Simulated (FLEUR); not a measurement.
# Collinear magnetic orders of CoGe with FLEUR, part 2 of 2

Aim: find out whether CoGe carries moments, and which collinear order costs least.

FLEUR MaX-R8.1; PBEsol; all-electron FLAPW, Dirac cores, scalar-relativistic bands.

So far. Step 2 (Order 1, typed as ferro ++++): After 26 cycles the seed has died away: no moment is left.

### 3. Order 2, typed as antiferro ++--

An opposed order shows whether neighbours prefer unlike signs.

Input file inp.xml:

```
<?xml version="1.0" encoding="UTF-8" standalone="no"?>
<fleurInput fleurInputVersion="0.39">
   <comment>
      CoGe
   </comment>
   <calculationSetup>
      <cutoffs Kmax="3.78" Gmax="11.3" GmaxXC="11.3" numbands="0"/>
      <scfLoop itmax="90" minDistance="0.00002" maxIterBroyd="15" imix="Anderson" alpha="0.05" precondParam="0.0" spinf="2.0" sdNocoIR="T"/>
      <coreElectrons ctail="T" frcor="F" kcrel="0" coretail_lmax="0"/>
      <xcFunctional name="PBEs" relativisticCorrections="F"/>
      <magnetism jspins="2"/>
      <soc l_soc="F" theta="0.0" phi="0.0" spav="F"/>
      <expertModes spex="0" secvar="F"/>
      <geometryOptimization l_f="F" forcealpha="1.0" forcemix="BFGS" epsdisp="0.00001" epsforce="0.00001"/>
      <ldaU l_linMix="F" mixParam="0.05" spinf="1.0"/>
   </calculationSetup>
   <cell>
      <bzIntegration valenceElectrons="124.0" mode="hist" fermiSmearingEnergy="0.00293995">
         <kPointListSelection listName="default-1"/>
         <xi:include xmlns:xi="http://www.w3.org/2001/XInclude" href="kpts.xml"> </xi:include>
      </bzIntegration>
      <xi:include xmlns:xi="http://www.w3.org/2001/XInclude" href="sym.xml"> </xi:include>
      <bulkLattice scale="1.0">
         <bravaisMatrix>
            <row-1>    8.6539529019457024     0.0000000000000000     0.0000000000000000</row-1>
            <row-2>    0.0000000000000000     8.6539529019457024     0.0000000000000000</row-2>
            <row-3>    0.0000000000000000     0.0000000000000000     8.6539529019457024</row-3>
         </bravaisMatrix>
      </bulkLattice>
   </cell>
   <atomSpecies>
      <species name="Cobalt (Co2.000" element="Co" atomicNumber="27">
         <mtSphere radius="2.17" gridPoints="717" logIncrement="0.017"/>
         <atomicCutoffs lmax="8" lnonsphr="6"/>
         <electronConfig flipSpins="F">
            <coreConfig>(1s1/2) (2s1/2) (2p1/2) (2p3/2)</coreConfig>
            <valenceConfig>(3s1/2) (3p1/2) (3p3/2) (4s1/2) (3d3/2) (3d5/2)</valenceConfig>
            <stateOccupation state="(3d3/2)" spinUp="1.5" spinDown="1.3"/>
            <stateOccupation state="(3d5/2)" spinUp="3.0" spinDown="1.2"/>
         </electronConfig>
         <energyParameters s="4" p="4" d="3" f="4"/>
         <lo type="SCLO" l="0" n="3" eDeriv="0"/>
         <lo type="SCLO" l="1" n="3" eDeriv="0"/>
      </species>
      <species name="Cobalt (Co-2.000" element="Co" atomicNumber="27">
         <mtSphere radius="2.17" gridPoints="717" logIncrement="0.017"/>
         <atomicCutoffs lmax="8" lnonsphr="6"/>
         <electronConfig flipSpins="F">
            <coreConfig>(1s1/2) (2s1/2) (2p1/2) (2p3/2)</coreConfig>
            <valenceConfig>(3s1/2) (3p1/2) (3p3/2) (4s1/2) (3d3/2) (3d5/2)</valenceConfig>
            <stateOccupation state="(3d3/2)" spinUp="1.3" spinDown="1.5"/>
            <stateOccupation state="(3d5/2)" spinUp="1.2" spinDown="3.0"/>
         </electronConfig>
         <energyParameters s="4" p="4" d="3" f="4"/>
         <lo type="SCLO" l="0" n="3" eDeriv="0"/>
         <lo type="SCLO" l="1" n="3" eDeriv="0"/>
      </species>
      <species name="Germanium (Ge)" element="Ge" atomicNumber="32">
         <mtSphere radius="2.17" gridPoints="717" logIncrement="0.017"/>
         <atomicCutoffs lmax="8" lnonsphr="6"/>
         <electronConfig flipSpins="F">
            <coreConfig>(1s1/2) (2s1/2) (2p1/2) (2p3/2) (3s1/2) (3p1/2) (3p3/2)</coreConfig>
            <valenceConfig>(4s1/2) (3d3/2) (3d5/2) (4p1/2) (4p3/2)</valenceConfig>
            <stateOccupation state="(4p1/2)" spinUp="0.333333" spinDown="0.333333"/>
            <stateOccupation state="(4p3/2)" spinUp="0.666667" spinDown="0.666667"/>
         </electronConfig>
         <energyParameters s="4" p="4" d="3" f="4"/>
      </species>
   </atomSpecies>
   <atomGroups>
      <atomGroup species="Cobalt (Co2.000">
         <relPos label="                   1">.1368306200 .1368306200 .1368306200</relPos>
         <relPos label="                   2">.3631693800 -.1368306200 -.3631693800</relPos>
         <force calculate="T" relaxXYZ="TTT"/>
      </atomGroup>
      <atomGroup species="Cobalt (Co-2.000">
         <relPos label="                   3">-.3631693800 .3631693800 -.1368306200</relPos>
         <relPos label="                   4">-.1368306200 -.3631693800 .3631693800</relPos>
         <force calculate="T" relaxXYZ="TTT"/>
      </atomGroup>
      <atomGroup species="Germanium (Ge)">
         <relPos label="                   5">-.1601917900 -.1601917900 -.1601917900</relPos>
         <relPos label="                   6">-.3398082100 .1601917900 .3398082100</relPos>
         <force calculate="T" relaxXYZ="TTT"/>
      </atomGroup>
      <atomGroup species="Germanium (Ge)">
         <relPos label="                   7">.3398082100 -.3398082100 .1601917900</relPos>
         <relPos label="                   8">.1601917900 .3398082100 -.3398082100</relPos>
         <force calculate="T" relaxXYZ="TTT"/>
      </atomGroup>
   </atomGroups>
   <output dos="F" band="F" slice="F">
      <bandDOS minEnergy="-.5*Htr" maxEnergy="0.5*Htr" sigma="0.015" storeEVData="T"/>
      <plotting iplot="0" polar="F">
         <plot TwoD="T" vec1="  1.0  0.0  0.0" vec2="  0.0  1.0  0.0" vec3="  0.0  0.0  1.0" zero="  0.0  0.0  0.0" file="plot"/>
      </plotting>
      <moessbauerParams electricFieldGradient="F" isomerShift="F" coreHyperfine="F" valenceHyperfine="F"/>
   </output>
</fleurInput>
```

Input file crystal.txt:

```
CoGe
&input film=F cartesian=F /
4.57947466000  0.00000000000  0.00000000000
0.00000000000  4.57947466000  0.00000000000
0.00000000000  0.00000000000  4.57947466000
1.8897261246
1.0 1.0 1.0

8
27 0.13683062000  0.13683062000  0.13683062000 : 2.000
27 0.36316938000  0.86316938000  0.63683062000 : 2.000
27 0.63683062000  0.36316938000  0.86316938000 : -2.000
27 0.86316938000  0.63683062000  0.36316938000 : -2.000
32 0.83980821000  0.83980821000  0.83980821000
32 0.66019179000  0.16019179000  0.33980821000
32 0.33980821000  0.66019179000  0.16019179000
32 0.16019179000  0.33980821000  0.66019179000

&kpt div1=6 div2=6 div3=6 gamma=T /
```

On the command line:

```bash
OMP_NUM_THREADS=1 inpgen -f crystal.txt > inpgen.log  # inp.xml is then edited as shown
OMP_NUM_THREADS=1 mpirun -n 4 fleur_MPI > fleur.log
```

The log of the run:

```text
[banner, memory and clock lines left out]
Welcome to FLEUR        (www.flapw.de)
      MaX-Release 8.1          (www.max-centre.eu)

 ========== k-point set info ==========
 Selected k-point list: default-1
 k-point list type: mesh
 6 x 6 x 6
 Number of k points: 80

 ------------Calculation Setup---------------------------
 Number of PE/node        :            4
 Number of OMP-threads    :            1
 k-points in parallel     :            4
 pe's per k-point         :            1
 No of k-point loops      :           20
 Eigenvalue solver        :       lapack
 Number of basis functions:          672
 Approximate size of matrices (H+S) per k-point:         0.013 GB
 Iteration:     1   Distance:      29.50238149 me/bohr^3
 Iteration:     2   Distance:      26.52967519 me/bohr^3
 Iteration:     3   Distance:      20.09438430 me/bohr^3
 Iteration:     4   Distance:      10.70976154 me/bohr^3
 Iteration:     5   Distance:       8.76587479 me/bohr^3
 Iteration:     6   Distance:       5.48713084 me/bohr^3
 Iteration:     7   Distance:       5.68732305 me/bohr^3
 Iteration:     8   Distance:       3.74771160 me/bohr^3
 Iteration:     9   Distance:       2.88028798 me/bohr^3
 Iteration:    10   Distance:       1.24100216 me/bohr^3
 Iteration:    11   Distance:       1.21426288 me/bohr^3
 Iteration:    12   Distance:       1.13167757 me/bohr^3
 Iteration:    13   Distance:       0.33153843 me/bohr^3
 Iteration:    14   Distance:       0.20033868 me/bohr^3
 Iteration:    15   Distance:       0.06516172 me/bohr^3
 Iteration:    16   Distance:       0.06402582 me/bohr^3
 Iteration:    17   Distance:       0.04520027 me/bohr^3
 Iteration:    18   Distance:       0.03629634 me/bohr^3
 Iteration:    19   Distance:       0.01949606 me/bohr^3
 Iteration:    20   Distance:       0.01004660 me/bohr^3
 Iteration:    21   Distance:       0.00818364 me/bohr^3
 Iteration:    22   Distance:       0.00251112 me/bohr^3
 Iteration:    23   Distance:       0.00237947 me/bohr^3
 Iteration:    24   Distance:       0.00064914 me/bohr^3
 Iteration:    25   Distance:       0.00043555 me/bohr^3
 Iteration:    26   Distance:       0.00016342 me/bohr^3
 Iteration:    27   Distance:       0.00004631 me/bohr^3
 Iteration:    28   Distance:       0.00002990 me/bohr^3
 Iteration:    29   Distance:       0.00001172 me/bohr^3

 ********************************************************************
 Run finished successfully
 Stop message:
   all done
 ********************************************************************

--- out.xml (last complete iteration) ---
<iteration numberForCurrentRun="   29" overallNumber="   29">
         [... left out ...]
         <bandgap value="0.0000000000" units="eV"/>
         <sumValenceSingleParticleEnergies value="-70.2415913460" units="Htr"/>
         <FermiEnergy value="0.4250544352" units="Htr"/>
         <valenceDensity>
            <mtCharges spin="1">
               <mtCharge atomType="1" total="7.9394158" s="1.1400484" p="3.1588261" d="3.6313516" f="0.0077378"/>
               <mtCharge atomType="2" total="7.9394165" s="1.1400484" p="3.1588261" d="3.6313522" f="0.0077378"/>
               <mtCharge atomType="3" total="6.0363776" s="0.4965126" p="0.5273462" d="4.9978233" f="0.0119419"/>
               <mtCharge atomType="4" total="6.0363776" s="0.4965126" p="0.5273462" d="4.9978233" f="0.0119419"/>
            </mtCharges>
            <mtCharges spin="2">
               <mtCharge atomType="1" total="7.9394165" s="1.1400484" p="3.1588261" d="3.6313522" f="0.0077378"/>
               <mtCharge atomType="2" total="7.9394158" s="1.1400484" p="3.1588261" d="3.6313516" f="0.0077378"/>
               <mtCharge atomType="3" total="6.0363776" s="0.4965126" p="0.5273462" d="4.9978233" f="0.0119419"/>
               <mtCharge atomType="4" total="6.0363776" s="0.4965126" p="0.5273462" d="4.9978233" f="0.0119419"/>
            </mtCharges>
            <spinDependentCharge spin="1" total="62.0000000" interstitial="6.0968250" mtSpheres="55.9031750"/>
            <spinDependentCharge spin="2" total="62.0000000" interstitial="6.0968250" mtSpheres="55.9031750"/>
            <totalCharge value="124.0000000000"/>
         </valenceDensity>
         [... left out ...]
         <magneticMomentsInMTSpheres units="muBohr">
            <globalMagMoment atomType="1" vec="0.00000   0.00000   0.00000"/>
            <localMagMoment atomType="1" vec="0.00000   0.00000   0.00000"/>
            <globalMagMoment atomType="2" vec="0.00000   0.00000   0.00000"/>
            <localMagMoment atomType="2" vec="0.00000   0.00000   0.00000"/>
            <globalMagMoment atomType="3" vec="0.00000   0.00000   0.00000"/>
            <localMagMoment atomType="3" vec="0.00000   0.00000   0.00000"/>
            <globalMagMoment atomType="4" vec="0.00000   0.00000   0.00000"/>
            <localMagMoment atomType="4" vec="0.00000   0.00000   0.00000"/>
         </magneticMomentsInMTSpheres>
         [... left out ...]
         <totalEnergy value="   -13959.3299827651" units="Htr">
            <sumOfEigenvalues value="    -8001.9948791308">
               <coreElectrons value="-7931.7532877848"/>
               <valenceElectrons value="-70.2415913460"/>
            </sumOfEigenvalues>
            <densityCoulombPotentialIntegral value="-21502.1255771020"/>
            <densityEffectivePotentialIntegral value="-22219.3737125969"/>
            <chargeDenXCDenIntegral value="-547.0769587064"/>
            <FockExchangeEnergyValence value="0.0000000000"/>
            <FockExchangeEnergyCore value="0.0000000000"/>
         [... left out ...]
            <tkbTimesEntropy value="0.0023113675"/>
            <freeEnergy value="-13959.3322941326"/>
            <extrapolationTo0K value="-13959.3311384489"/>
         </totalEnergy>
         <densityConvergence units="me/bohr^3">
            <chargeDensity spin="1" distance="0.0000069089"/>
            <chargeDensity spin="2" distance="0.0000069065"/>
            <overallChargeDensity distance="0.0000073211"/>
            <spinDensity distance="0.0000117160"/>
         </densityConvergence>
      </iteration>
```

Wall time 11 min (4 MPI ranks of Arm Neoverse V1, shared host); peak memory 0.75 GiB; 42 min of CPU time.

The spin moment in the muffin-tin sphere vanishes on all atoms.

Numbers from this step:

| Item | Value |
| --- | --- |
| free energy | -379852.7828 eV |
| program's band gap on this mesh (in a metal only a level spacing) | 0 eV |
| final state | non-magnetic |

It ends in the same state without moments as the first start; the 2.8e-5 meV a seeded atom between them is numerical noise.

### 4. Order 3, typed as no spin polarisation

A spinless run gives the zero against which the gain from the moments is read.

inp.xml: that of step 3 with these lines changed.

```diff
@@ -10,3 +10,3 @@
       <xcFunctional name="PBEs" relativisticCorrections="F"/>
-      <magnetism jspins="2"/>
+      <magnetism jspins="1"/>
       <soc l_soc="F" theta="0.0" phi="0.0" spav="F"/>
@@ -31,3 +31,3 @@
    <atomSpecies>
-      <species name="Cobalt (Co2.000" element="Co" atomicNumber="27">
+      <species name="Cobalt (Co)" element="Co" atomicNumber="27">
          <mtSphere radius="2.17" gridPoints="717" logIncrement="0.017"/>
@@ -37,17 +37,4 @@
             <valenceConfig>(3s1/2) (3p1/2) (3p3/2) (4s1/2) (3d3/2) (3d5/2)</valenceConfig>
-            <stateOccupation state="(3d3/2)" spinUp="1.5" spinDown="1.3"/>
-            <stateOccupation state="(3d5/2)" spinUp="3.0" spinDown="1.2"/>
-         </electronConfig>
-         <energyParameters s="4" p="4" d="3" f="4"/>
-         <lo type="SCLO" l="0" n="3" eDeriv="0"/>
-         <lo type="SCLO" l="1" n="3" eDeriv="0"/>
-      </species>
-      <species name="Cobalt (Co-2.000" element="Co" atomicNumber="27">
-         <mtSphere radius="2.17" gridPoints="717" logIncrement="0.017"/>
-         <atomicCutoffs lmax="8" lnonsphr="6"/>
-         <electronConfig flipSpins="F">
-            <coreConfig>(1s1/2) (2s1/2) (2p1/2) (2p3/2)</coreConfig>
-            <valenceConfig>(3s1/2) (3p1/2) (3p3/2) (4s1/2) (3d3/2) (3d5/2)</valenceConfig>
-            <stateOccupation state="(3d3/2)" spinUp="1.3" spinDown="1.5"/>
-            <stateOccupation state="(3d5/2)" spinUp="1.2" spinDown="3.0"/>
+            <stateOccupation state="(3d3/2)" spinUp="1.400000" spinDown="1.400000"/>
+            <stateOccupation state="(3d5/2)" spinUp="2.100000" spinDown="2.100000"/>
          </electronConfig>
@@ -70,8 +57,5 @@
    <atomGroups>
-      <atomGroup species="Cobalt (Co2.000">
+      <atomGroup species="Cobalt (Co)">
          <relPos label="                   1">.1368306200 .1368306200 .1368306200</relPos>
          <relPos label="                   2">.3631693800 -.1368306200 -.3631693800</relPos>
-         <force calculate="T" relaxXYZ="TTT"/>
-      </atomGroup>
-      <atomGroup species="Cobalt (Co-2.000">
          <relPos label="                   3">-.3631693800 .3631693800 -.1368306200</relPos>
@@ -83,5 +67,2 @@
          <relPos label="                   6">-.3398082100 .1601917900 .3398082100</relPos>
-         <force calculate="T" relaxXYZ="TTT"/>
-      </atomGroup>
-      <atomGroup species="Germanium (Ge)">
          <relPos label="                   7">.3398082100 -.3398082100 .1601917900</relPos>
```

Input file crystal.txt:

```
CoGe
&input film=F cartesian=F /
4.57947466000  0.00000000000  0.00000000000
0.00000000000  4.57947466000  0.00000000000
0.00000000000  0.00000000000  4.57947466000
1.8897261246
1.0 1.0 1.0

8
27 0.13683062000  0.13683062000  0.13683062000
27 0.36316938000  0.86316938000  0.63683062000
27 0.63683062000  0.36316938000  0.86316938000
27 0.86316938000  0.63683062000  0.36316938000
32 0.83980821000  0.83980821000  0.83980821000
32 0.66019179000  0.16019179000  0.33980821000
32 0.33980821000  0.66019179000  0.16019179000
32 0.16019179000  0.33980821000  0.66019179000

&kpt div1=6 div2=6 div3=6 gamma=T /
```

The log of the run:

```text
[banner, memory and clock lines left out]
Welcome to FLEUR        (www.flapw.de)
      MaX-Release 8.1          (www.max-centre.eu)

 ========== k-point set info ==========
 Selected k-point list: default-1
 k-point list type: mesh
 6 x 6 x 6
 Number of k points: 24

 [... set-up left out ...]
 Iteration:     1   Distance:      23.08477457 me/bohr^3
 Iteration:     2   Distance:      14.77506159 me/bohr^3
 Iteration:     3   Distance:       8.34147798 me/bohr^3
 Iteration:     4   Distance:       3.69955172 me/bohr^3
 Iteration:     5   Distance:       3.21103026 me/bohr^3
[...]
<FermiEnergy value="0.4250544311" units="Htr"/>
         [... left out ...]
         <totalEnergy value="   -13959.3299826852" units="Htr">
            <sumOfEigenvalues value="    -8001.9948709778">
               <coreElectrons value="-7931.7532816281"/>
               <valenceElectrons value="-70.2415893497"/>
            </sumOfEigenvalues>
         [... left out ...]
            <freeEnergy value="-13959.3322940525"/>
            <extrapolationTo0K value="-13959.3311383688"/>
         </totalEnergy>
         <densityConvergence units="me/bohr^3">
            <chargeDensity spin="1" distance="0.0000118594"/>
         </densityConvergence>
      </iteration>
```

The job ended after 67 s (4 MPI ranks; peak memory 0.27 GiB).

Read from the output:

```yaml
free_energy: -379852.7828 eV
program_s_band_gap_on_this_mesh_in_a_metal_only_a_level_spacing: 0 eV
final_state: non-magnetic (no spin polarisation)
```

It ends in the same state without moments as the first start; the 5.7e-4 meV a seeded atom between them is numerical noise.

### 5. Energies of the orders

Free energies are divided by the number of seeded atoms.

Orders:

| start | final state | typed order kept | energy over the lowest (meV a seeded atom) | largest sphere moment (μB) | net moment (μB a primitive cell) | mesh matched | CPU time (s) |
| --- | --- | --- | --- | --- | --- | --- | --- |
| ferro ++++ | non-magnetic | no | 0 | 0 | 0 | yes | 729.5 |
| antiferro ++-- | non-magnetic | no | 0 | 0 | 0 | yes | 2529 |
| no spin polarisation | non-magnetic | - | 5.73e-4 | 0 | 0 | yes | 268.9 |

### 6. Results

```yaml
lowest_state_found: non-magnetic (typed ferro ++++)
largest_site_spin_moment: 0 μB
```

In words: The lowest state carries no moment above 0.15 μB, and no start kept one. Only 3 starts were tried; other patterns of signs, canted and longer-period orders were not. With 4 seeded atoms in the first cell, sign patterns within that cell may remain untried.

[Logs and program files are shortened in this print: banners, set-up blocks, solver, clock and traceback lines can be left out without a mark of their own.]

[Logs are printed without paths, hosts, clocks, repeated set-up lines and the standing remarks that a program may print on its own settings, such as how far it seeks lower states.]

[Hosts, paths, dates, database ids (printed as entryN), source tags and the programs' standing remarks are cut or masked in the printed files.]

[Where a cell is said to come from a database of computed structures, the database is the Materials Project.]
